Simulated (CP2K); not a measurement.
Two runs for the C K edge of cyanoacetylene. Run A: CP2K XAS_TDP, all-electron GAPW, PBEh(45%), aug-cc-pVTZ, TDA, no relativity. Run B differs in one setting.

First lines with a strength over 0.0015. A:

```csv
atom,energy (eV),states,"strength, one atom"
C1 (bonded to C and H),281.00,2,0.1035
,284.99,1,0.0096
,285.77,1,0.0030
,286.57,2,0.0108
,288.86,2,0.0096
C2 (bonded to 2 C),281.49,2,0.0683
,286.50,2,0.0395
,287.24,1,0.0139
,287.58,2,0.0158
,288.37,2,0.0164
C3 (bonded to C and N),281.65,2,0.0750
,286.74,1,0.0026
,286.92,2,0.0631
,287.34,2,0.0017
,287.73,1,0.0024
```

B:

```csv
atom,energy (eV),states,"strength, one atom"
C1 (bonded to C and H),281.21,2,0.1040
,285.52,1,0.0141
,289.08,2,0.0055
,290.01,1,0.0180
,291.78,1,0.0067
C2 (bonded to 2 C),281.54,2,0.0681
,287.26,2,0.0723
,288.06,1,0.0246
,290.26,1,0.0074
,290.98,1,0.0081
C3 (bonded to C and N),281.78,2,0.0740
,287.44,2,0.0714
,287.54,1,0.0097
,290.99,1,0.0159
,294.34,2,0.0477
```

Question: Which was it: the functional, scalar relativity switched on, GW2X switched on, the basis?

The basis (basis from aug-cc-pVTZ to 6-311G**; the lines alone don't name the new value). A basis moves diffuse and continuum lines far more than the leading valence line. Against PBEh(45%) in aug-cc-pVTZ, the leading lines move by +0.21 eV (C1, to 281.21), +0.05 eV (C2, to 281.54) and +0.13 eV (C3, to 281.78). The next line of C1 over the strength cut lies 4.31 eV higher, against 3.99.

[Banner, clock and machine lines of the logs are left out without a mark of their own.]

[Logs are printed without paths, hosts, clocks, repeated set-up lines and the standing remarks that a program may print on its own settings, such as how far it seeks lower states.]

[Hosts, paths, dates, database ids (printed as entryN), source tags and the programs' standing remarks are cut or masked in the printed files.]
